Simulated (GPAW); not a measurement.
## STM contrast on Hf2CO2 MXene monolayer

Wanted: filled- and empty-state images of Hf2CO2 MXene monolayer, with its work function.

Main program and level: GPAW 26.7.0; GPAW, PAW setups; layer in a repeated cell with vacuum, relaxation of atoms and in-plane cell, in the first sound run; inputs show where later runs differ.

### Step 1. Starting point

The cell holds 5 atoms: 2 O, 2 Hf and 1 C. Cell: a = 3.289 Å, b = 3.289 Å, c = 18.953 Å, α = 90.0°, β = 90.0°, γ = 120.0°. Vacuum lies along c.

### Step 2. Relaxation

The atoms are relaxed first, since the surface dipole, and with it the work function, follows the positions of the outer layers.

Contents of run.py:

```python
import json
import numpy as np
from ase import Atoms
from ase.filters import FrechetCellFilter
from ase.optimize import BFGS
from gpaw import GPAW, PW

slab = Atoms(
    ['O', 'Hf', 'C', 'Hf', 'O'],
    positions=[
        [-0.00000, 1.89891, 7.00000],
        [1.64450, 0.94945, 8.17872],
        [0.00000, 0.00000, 9.47647],
        [-0.00000, 1.89891, 10.77423],
        [1.64450, 0.94945, 11.95295]],
    cell=[[3.289, 0.0, 0.0], [-1.6445, 2.84836, 0.0], [0.0, 0.0, 18.9529]],
    pbc=[True, True, True])

slab.calc = GPAW(mode=PW(600), xc='PBE', kpts={'size': (12, 12, 1), 'gamma': True},
                 occupations={'name': 'fermi-dirac', 'width': 0.05}, nbands='160%',
                 convergence={'density': 1e-05}, maxiter=200,
                 symmetry={'tolerance': 1e-3}, txt='slab.txt')
result = {}
# The in-plane cell is free; stress needs a cell that repeats along all three vectors
path = []
opt = BFGS(FrechetCellFilter(slab, mask=[1, 1, 0, 0, 0, 1]), maxstep=0.2)
opt.attach(lambda: path.append((slab.get_potential_energy(), slab.positions.tolist(), slab.get_forces().tolist())))
result['relaxed'] = bool(opt.run(fmax=0.02, steps=45))
result['path'] = path
result['cell'] = slab.cell.tolist()
print('in-plane lattice', slab.cell.cellpar().round(4)[[0, 1, 5]])
energy = slab.get_potential_energy()
fermi = slab.calc.get_fermi_level()
v = slab.calc.get_electrostatic_potential().mean((0, 1)) - fermi
n = slab.calc.get_pseudo_density().mean((0, 1))
L = slab.cell[2, 2]
z = np.arange(len(v)) * L / len(v)
low, high = slab.positions[:, 2].min(), slab.positions[:, 2].max()
below, above = np.interp([low - 4.8, high + 4.8], z, v)
slopes = [np.interp(x, z, np.gradient(v, z)) for x in (low - 4.8, high + 4.8)]
eps = np.array([[slab.calc.get_eigenvalues(k, s) for k in range(len(slab.calc.get_ibz_k_points()))]
                for s in range(slab.calc.get_number_of_spins())]) - fermi
top, bottom = eps[eps < 0].max(), eps[eps > 0].min()
dipole = slab.get_dipole_moment()[2]
print(f'energy {energy:.4f} eV, Fermi level {fermi:.4f} eV, dipole {dipole:.5f} e A')
print(f'potential 4.8 A off the faces, from the Fermi level: lower {below:.4f} eV, upper {above:.4f} eV')
print(f'slope of the potential there: lower {slopes[0]:.5f}, upper {slopes[1]:.5f} eV/A')
print(f'nearest levels on the mesh: {top:.4f} and {bottom:.4f} eV')
print('magnetic moment', round(slab.get_magnetic_moment(), 3))
result.update(energy=energy, fermi=fermi, dipole=dipole, below=below, above=above, slopes=slopes, edges=[top, bottom],
              z=z.tolist(), v=v.tolist(), n=n.tolist(), positions=slab.positions.tolist(),
              forces=slab.get_forces(apply_constraint=False).tolist(), moments=slab.get_magnetic_moments().tolist())
json.dump(result, open('result.json', 'w'))
```

Started as:

```sh
$ OMP_NUM_THREADS=1 OPENBLAS_NUM_THREADS=1 python run.py
```

Log:

```text
Step          Energy          fmax
BFGS:    0      -44.960395        4.626932
BFGS:    1      -45.631300        1.969111
BFGS:    2      -45.833483        0.537180
BFGS:    3      -45.842442        0.379131
BFGS:    4      -45.859327        0.139156
BFGS:    5      -45.860148        0.104155
BFGS:    6      -45.861929        0.106889
BFGS:    7      -45.865206        0.085087
BFGS:    8      -45.868984        0.054902
BFGS:    9      -45.870238        0.015056
in-plane lattice [  3.2602   3.2602 120.    ]
energy -45.8702 eV, Fermi level 0.2412 eV, dipole 0.00057 e A
potential 4.8 A off the faces, from the Fermi level: lower 4.9683 eV, upper 4.9648 eV
slope of the potential there: lower 0.00028, upper 0.00122 eV/A
nearest levels on the mesh: -0.4649 and 0.5071 eV
magnetic moment 0.0
```

It took 11 min on 1 thread of Arm Neoverse V1, shared host; peak memory 0.47 GiB.

Numbers from this step:

```yaml
dipole_along_the_normal: 5.73e-4 e·Å
levels_nearest_the_fermi_level_on_the_mesh: -0.4649, 0.5071 eV from the Fermi level
```

Electrostatic potential energy of an electron (without an applied field's), less the Fermi level, planar mean against z:

| z (Å) | electrostatic potential energy of an electron (without an applied field's), less the Fermi level, planar mean (eV) |
| --- | --- |
| 0.0 | 4.97 |
| 0.5 | 4.97 |
| 1.0 | 4.97 |
| 1.5 | 4.97 |
| 2.0 | 4.97 |
| 2.5 | 4.97 |
| 3.0 | 4.97 |
| 3.5 | 4.97 |
| 4.0 | 4.97 |
| 4.5 | 4.97 |
| 5.0 | 4.95 |
| 5.5 | 4.89 |
| 6.0 | 4.52 |
| 6.5 | 2.38 |
| 7.0 | -8.77 |
| 7.5 | -13.3 |
| 8.0 | -21.8 |
| 8.5 | -14.5 |
| 9.0 | -5.59 |
| 9.5 | -9.78 |
| 10.0 | -5.68 |
| 10.5 | -15.8 |
| 11.0 | -21.3 |
| 11.5 | -13.0 |
| 12.0 | -7.25 |
| 12.5 | 2.75 |
| 13.0 | 4.58 |
| 13.5 | 4.89 |
| 14.0 | 4.95 |
| 14.5 | 4.96 |
| 15.0 | 4.96 |
| 15.5 | 4.96 |
| 16.0 | 4.96 |
| 16.5 | 4.96 |
| 17.0 | 4.97 |
| 17.5 | 4.97 |
| 18.0 | 4.97 |
| 18.5 | 4.97 |

The pseudo valence density, planar mean by z:

| z (Å) | pseudo valence density, planar mean (e/Å³) |
| --- | --- |
| 4 | 3.5e-5 |
| 5 | 9.7e-4 |
| 6 | 0.0309 |
| 7 | 0.767 |
| 8 | 1.13 |
| 9 | 0.451 |
| 10 | 0.445 |
| 11 | 1.10 |
| 12 | 0.707 |
| 13 | 0.0255 |
| 14 | 8.2e-4 |
| 15 | 3.0e-5 |

The relaxation lowered the energy of the cell by 0.910 eV (energies extrapolated to zero smearing; the optimiser's log prints free energies). The largest force left on a free atom is 0.015 eV/Å.

### Step 3. Plane waves, PBE

With the geometry fixed, the planar mean of the potential gives the vacuum level on each side.

This step: GPAW, PAW setups; slab in vacuum (GPAW 26.7.0).

The cell differs from the one that the last finished run ended in (c 18.953 → 18.652 Å).

Contents of run.py:

```python
import json
import numpy as np
from ase import Atoms
from ase.dft.stm import STM
from gpaw import GPAW, PW

slab = Atoms(
    ['O', 'Hf', 'C', 'Hf', 'O'],
    positions=[
        [0.00000, 1.88229, 7.00000],
        [1.63011, 0.94114, 7.94433],
        [0.00000, 0.00000, 9.32592],
        [0.00000, 1.88229, 10.70752],
        [1.63011, 0.94114, 11.65184]],
    cell=[[3.26022, -0.0, 0.0], [-1.63011, 2.82343, 0.0], [0.0, 0.0, 18.6518]],
    pbc=[True, True, False])

slab.calc = GPAW(mode=PW(500), xc='PBE', kpts={'size': (12, 12, 1), 'gamma': True},
                 occupations={'name': 'fermi-dirac', 'width': 0.05}, nbands='160%',
                 convergence={'density': 1e-05}, maxiter=200,
                 poissonsolver={'dipolelayer': 'xy'},
                 symmetry={'tolerance': 1e-3}, txt='slab.txt')
result = {}
energy = slab.get_potential_energy()
fermi = slab.calc.get_fermi_level()
v = slab.calc.get_electrostatic_potential().mean((0, 1)) - fermi
n = slab.calc.get_pseudo_density().mean((0, 1))
L = slab.cell[2, 2]
z = np.arange(len(v)) * L / len(v)
low, high = slab.positions[:, 2].min(), slab.positions[:, 2].max()
below, above = np.interp([low - 4.8, high + 4.8], z, v)
slopes = [np.interp(x, z, np.gradient(v, z)) for x in (low - 4.8, high + 4.8)]
eps = np.array([[slab.calc.get_eigenvalues(k, s) for k in range(len(slab.calc.get_ibz_k_points()))]
                for s in range(slab.calc.get_number_of_spins())]) - fermi
top, bottom = eps[eps < 0].max(), eps[eps > 0].min()
dipole = slab.get_dipole_moment()[2]
print(f'energy {energy:.4f} eV, Fermi level {fermi:.4f} eV, dipole {dipole:.5f} e A')
print(f'potential 4.8 A off the faces, from the Fermi level: lower {below:.4f} eV, upper {above:.4f} eV')
print(f'slope of the potential there: lower {slopes[0]:.5f}, upper {slopes[1]:.5f} eV/A')
print(f'nearest levels on the mesh: {top:.4f} and {bottom:.4f} eV')
print('magnetic moment', round(slab.get_magnetic_moment(), 3))
result.update(energy=energy, fermi=fermi, dipole=dipole, below=below, above=above, slopes=slopes, edges=[top, bottom],
              z=z.tolist(), v=v.tolist(), n=n.tolist(), positions=slab.positions.tolist(),
              forces=slab.get_forces(apply_constraint=False).tolist(), moments=slab.get_magnetic_moments().tolist())

# Images need the states of the whole zone, up to time reversal
slab.calc = slab.calc.fixed_density(symmetry={'point_group': False}, txt='states.txt', nbands='250%',
                                    convergence={'bands': 'CBM+1.8'})
stm = STM(slab)
result['stm'] = []
for bias in [-2.0, -1.0, 1.5]:
    height = high + 3.0
    current = stm.get_averaged_current(bias, height)
    x, y, h = stm.scan(bias, current)
    i, f = divmod(height / L * stm.ldos.shape[2], 1)
    I = abs((1 - f) * stm.ldos[:, :, int(i)] + f * stm.ldos[:, :, int(i) + 1])
    print(f'bias {bias} V: mean current at 3.0 A {current:.4e}, corrugation {np.ptp(h):.4f} A')
    result['stm'].append(dict(bias=bias, current=current, h=(h - high).tolist(), I=I.tolist()))
json.dump(result, open('result.json', 'w'))
```

Log:

```text
energy -45.1795 eV, Fermi level 0.3319 eV, dipole 0.00052 e A
potential 4.8 A off the faces, from the Fermi level: lower 4.9679 eV, upper 4.9548 eV
slope of the potential there: lower -0.00126, upper 0.00126 eV/A
nearest levels on the mesh: -0.4633 and 0.5057 eV
magnetic moment 0.0
bias -2.0 V: mean current at 3.0 A 5.5461e-06, corrugation 0.3071 A
bias -1.0 V: mean current at 3.0 A 3.0738e-09, corrugation 18.1942 A
bias 1.5 V: mean current at 3.0 A 5.9871e-06, corrugation 0.2055 A
```

Elapsed: 5.3 min, on 1 thread; peak memory 0.63 GiB.

This step gave:

- dipole along the normal: 5.23e-4 e·Å
- levels nearest the Fermi level on the mesh: -0.4633, 0.5057 eV from the Fermi level
- upper work function: 4.955 eV
- lower work function: 4.968 eV
- corrugation -2: 0.3071 Å
- corrugation 1.5: 0.2055 Å
- upper ionisation energy: 5.418 eV

The electrostatic potential energy of an electron (without an applied field's), less the Fermi level, planar mean by z:

z (Å), electrostatic potential energy of an electron (without an applied field's), less the Fermi level, planar mean (eV) and a bar from the least value:
```
      0.0        5.0 ##############################
      0.5        5.0 ##############################
      1.0        5.0 ##############################
      1.5        5.0 ##############################
      2.0        5.0 ##############################
      2.5        5.0 ##############################
      3.0        5.0 ##############################
      3.5        5.0 ##############################
      4.0        5.0 ##############################
      4.5        5.0 ##############################
      5.0        4.9 ##############################
      5.5        4.8 ##############################
      6.0        4.2 #############################
      6.5        0.5 #########################
      7.0      -12.3 ###########
      7.5      -15.3 #######
      8.0      -22.0 
      8.5      -10.4 #############
      9.0       -6.3 ##################
      9.5       -8.2 ###############
     10.0       -7.3 ################
     10.5      -19.7 ###
     11.0      -18.5 ####
     11.5      -13.1 ##########
     12.0       -2.7 #####################
     12.5        3.7 #############################
     13.0        4.7 ##############################
     13.5        4.9 ##############################
     14.0        4.9 ##############################
     14.5        5.0 ##############################
     15.0        5.0 ##############################
     15.5        5.0 ##############################
     16.0        5.0 ##############################
     16.5        5.0 ##############################
     17.0        5.0 ##############################
     17.5        5.0 ##############################
     18.0        5.0 ##############################
     18.5        5.0 ##############################
```

Pseudo valence density, planar mean against z:

| z (Å) | pseudo valence density, planar mean (e/Å³) |
| --- | --- |
| 0.00 | 0 |
| 0.57 | 0 |
| 0.95 | 0 |
| 1.52 | 0 |
| 1.90 | 0 |
| 2.47 | 1.5e-6 |
| 3.05 | 3.1e-6 |
| 3.43 | 1.0e-5 |
| 4.00 | 5.9e-5 |
| 4.57 | 3.7e-4 |
| 4.95 | 0.00131 |
| 5.52 | 0.00930 |
| 5.90 | 0.0357 |
| 6.47 | 0.290 |
| 7.04 | 0.901 |
| 7.42 | 0.838 |
| 7.99 | 1.14 |
| 8.56 | 0.498 |
| 8.95 | 0.460 |
| 9.52 | 0.483 |
| 9.90 | 0.445 |
| 10.47 | 0.935 |
| 11.04 | 0.937 |
| 11.42 | 0.869 |
| 11.99 | 0.525 |
| 12.56 | 0.0726 |
| 12.94 | 0.0181 |
| 13.51 | 0.00249 |
| 13.89 | 6.7e-4 |
| 14.46 | 1.0e-4 |
| 15.04 | 1.6e-5 |
| 15.42 | 6.0e-6 |
| 15.99 | 1.4e-6 |
| 16.56 | 0 |
| 16.94 | 0 |
| 17.51 | 0 |
| 17.89 | 0 |
| 18.46 | 0 |

Tip height over the top atom over a1 and a2. Sample bias -2 V, constant current at the mean current 3.0 Å over the top atom.

Ten even steps from '0' (2.82 Å) to '9' (3.13 Å):
```
123345666666543321
333334555554333333
433333444433333455
443333333333344555
654332222334566666
765432223456777677
765432234567777777
665432345667788877
665433456678899887
665333566789999987
764334677899999987
753335777899999877
643346778999999877
433346778999998776
433456678899887665
323556777888777655
113556777777776553
013446776667764431
```
Columns: a1 from 0 to 0.944; rows upwards: a2 from 0 to 0.944.

Local density of states summed over the bias window over a1 and a2. Sample bias -2 V, constant height 3.0 Å over the top atom.

Ten even steps from '_' (3.91 × 1e-6 arbitrary) to '@' (7.23 × 1e-6 arbitrary):
```
::......::==++++++++++++==::......::
::..____..----======----..____..::::
::..__......::----::......__..::----
--::......__......__......::--======
++==--..____________..--==++++++++++
##++--::..______..::--++######**####
##++==--..____..--==++##############
**++==--..__..--==++**####%%%%%%####
**++==::____::==++****##%%@@@@%%##**
**++--......--++****##%%@@@@@@%%##**
##++--....--++######%%@@@@@@@@%%####
##==......==######%%@@@@@@@@@@%%####
++::____::++####%%@@@@@@@@@@@@%%####
--..__..--++####%%@@@@@@@@@@%%####++
::....::==++**##%%%%%%%%%%%%##**++==
::..::--==++##################++==--
::::::--==++######****######++==--::
..::::::--++####******####++--::::::
```
Columns: a1 from 0 to 0.944; rows upwards: a2 from 0 to 0.944.

Tip height over the top atom over a1 and a2. Sample bias 1.5 V, constant current at the mean current 3.0 Å over the top atom.

Ten even steps from '0' (2.89 Å) to '9' (3.09 Å):
```
123334676676433321
333334554554333333
333334433443333355
333333333333333565
444433443344445665
665434443456666766
775334433577777777
764333334678888888
765433456788899888
775434577888999888
764334678888888888
643334678898889887
433334678998899876
333335678998998765
333356778888887765
323566678888876665
113555678888765553
013334677777643331
```
Columns: a1 from 0 to 0.944; rows upwards: a2 from 0 to 0.944.

Local density of states summed over the bias window over a1 and a2. Sample bias 1.5 V, constant height 3.0 Å over the top atom.

Ten even steps from '_' (4.57 × 1e-6 arbitrary) to '@' (6.97 × 1e-6 arbitrary):
```
..::::..::==##%%****%%##==::..::::..
--::....::==**++==++**==::....::--==
--......::------------::......--****
--::::::..::::--::::..::::::--++##++
======--::::----::::--======**####**
####**--::--==--::--**########%%####
@@%%++------------++%%@@%%%%####%%%%
%%**==--::::::--==**%%@@%%%%%%%%%%@@
%%**++--::::--++**%%@@@@%%@@@@%%@@@@
%%%%**--..--**%%%%@@@@@@@@@@@@@@@@@@
@@##==::::==##@@@@@@@@@@@@@@@@@@@@@@
##==::..::==##%%%%%%@@@@%%@@@@%%%%%%
==::....::==##%%%%@@@@@@@@@@@@%%%%##
--......--**####%%@@@@@@@@@@%%####**
--::::--++##%%##%%%%@@@@%%%%##%%##++
--::--**######%%%%@@@@@@%%%%######**
....==**++**##%%@@@@@@@@%%##**++**==
__..------==##@@%%%%%%@@##==------..
```
Columns: a1 from 0 to 0.944; rows upwards: a2 from 0 to 0.944.

The layer is gapped, so the Fermi level lies somewhere inside the gap, set by smearing and numerics, and these work functions are no property of the material; the band edges below the vacuum level are. The potential is flat to 0.001 eV/Å where it is read, so the vacuum is wide enough. At -1 V the search found no usable constant-current contour near the set height, so the printed corrugation is no image; it is left out.

### Step 4. A changed run

One more run, with changed settings.

Changes to run.py since step 3:

```diff
@@ -3,3 +3,2 @@
 from ase import Atoms
-from ase.dft.stm import STM
 from gpaw import GPAW, PW
@@ -18,4 +17,4 @@
 slab.calc = GPAW(mode=PW(500), xc='PBE', kpts={'size': (12, 12, 1), 'gamma': True},
-                 occupations={'name': 'fermi-dirac', 'width': 0.05}, nbands='160%',
-                 convergence={'density': 1e-05}, maxiter=200,
+                 occupations={'name': 'fermi-dirac', 'width': 2.0}, nbands='160%',
+                 convergence={'density': 1e-05}, maxiter=75,
                  poissonsolver={'dipolelayer': 'xy'},
@@ -44,16 +43,2 @@
               forces=slab.get_forces(apply_constraint=False).tolist(), moments=slab.get_magnetic_moments().tolist())
-
-# Images need the states of the whole zone, up to time reversal
-slab.calc = slab.calc.fixed_density(symmetry={'point_group': False}, txt='states.txt', nbands='250%',
-                                    convergence={'bands': 'CBM+1.8'})
-stm = STM(slab)
-result['stm'] = []
-for bias in [-2.0, -1.0, 1.5]:
-    height = high + 3.0
-    current = stm.get_averaged_current(bias, height)
-    x, y, h = stm.scan(bias, current)
-    i, f = divmod(height / L * stm.ldos.shape[2], 1)
-    I = abs((1 - f) * stm.ldos[:, :, int(i)] + f * stm.ldos[:, :, int(i) + 1])
-    print(f'bias {bias} V: mean current at 3.0 A {current:.4e}, corrugation {np.ptp(h):.4f} A')
-    result['stm'].append(dict(bias=bias, current=current, h=(h - high).tolist(), I=I.tolist()))
 json.dump(result, open('result.json', 'w'))
```

Log:

```text
energy -42.9364 eV, Fermi level -1.0142 eV, dipole 0.00052 e A
potential 4.8 A off the faces, from the Fermi level: lower 7.3734 eV, upper 7.3604 eV
slope of the potential there: lower -0.16476, upper 0.16476 eV/A
nearest levels on the mesh: -1.0133 and 0.6124 eV
magnetic moment 0.0
```

It took 2.3 min on 1 thread; peak memory 0.24 GiB.

The run finished. A setting was moved off its sound value on purpose, so it serves as a test and not as the result.

The fault put into the input: a smearing of electronvolts (width = 2.0).

### Step 5. Results

```json
{
 "work function, upper and lower face (Fermi level placed in the gap by the smearing)": "4.955 and 4.968 eV",
 "ionisation energy from the upper face (highest filled level on the mesh)": "5.42 eV",
 "electron affinity from the upper face (lowest empty Kohn-Sham level on the mesh)": "4.45 eV",
 "dipole along the normal": "5.2e-4 e Å",
 "corrugation at -2 V": "0.307 Å as printed, 0.23 Å or less without short-wave noise",
 "corrugation at 1.5 V": "0.205 Å as printed, 0.16 Å or less without short-wave noise"
}
```

In words: At -2 V and 1.5 V GPAW's map carries short-wave noise, which can't be real at this height: without waves under 1.5 Å it spans 0.23 Å against 0.31 Å printed and 0.16 Å against 0.21 Å printed. The reading below uses the filtered value, which may still be too high. The corrugation at constant current is largest at -2 V, where the tip height varies by 0.23 Å over the cell. Negative sample bias images filled states, positive bias empty ones. The levels nearest the Fermi level on the mesh lie 0.969 eV apart, so the slab is gapped there: the smearing puts the Fermi level inside the gap, and from either face the ionisation energy is the work function plus 0.46 eV. Both are Kohn-Sham levels on the mesh, and semilocal gaps are too small, so the affinity tends to come out too large and the ionisation energy too small. The images are of Tersoff-Hamann type: an s-wave tip, no tip-sample forces, heights closer than in a microscope. With elements this heavy, spin-orbit coupling can move band edges by tenths of an eV. Biases count from a Fermi level whose place in the gap is arbitrary, so only their reach past the band edges has a meaning. The small printed dipole stands for a step of -10 meV from the lower to the upper face, and the probes find -13 meV; values this small are near the numerical noise of both. The layer's cell and atoms come from the relaxation; spin-orbit coupling and temperature are left out.

[Logs are printed without paths, hosts, clocks, repeated set-up lines and the standing remarks that a program may print on its own settings, such as how far it seeks lower states.]

[Hosts, paths, dates, database ids (printed as entryN), source tags and the programs' standing remarks are cut or masked in the printed files.]
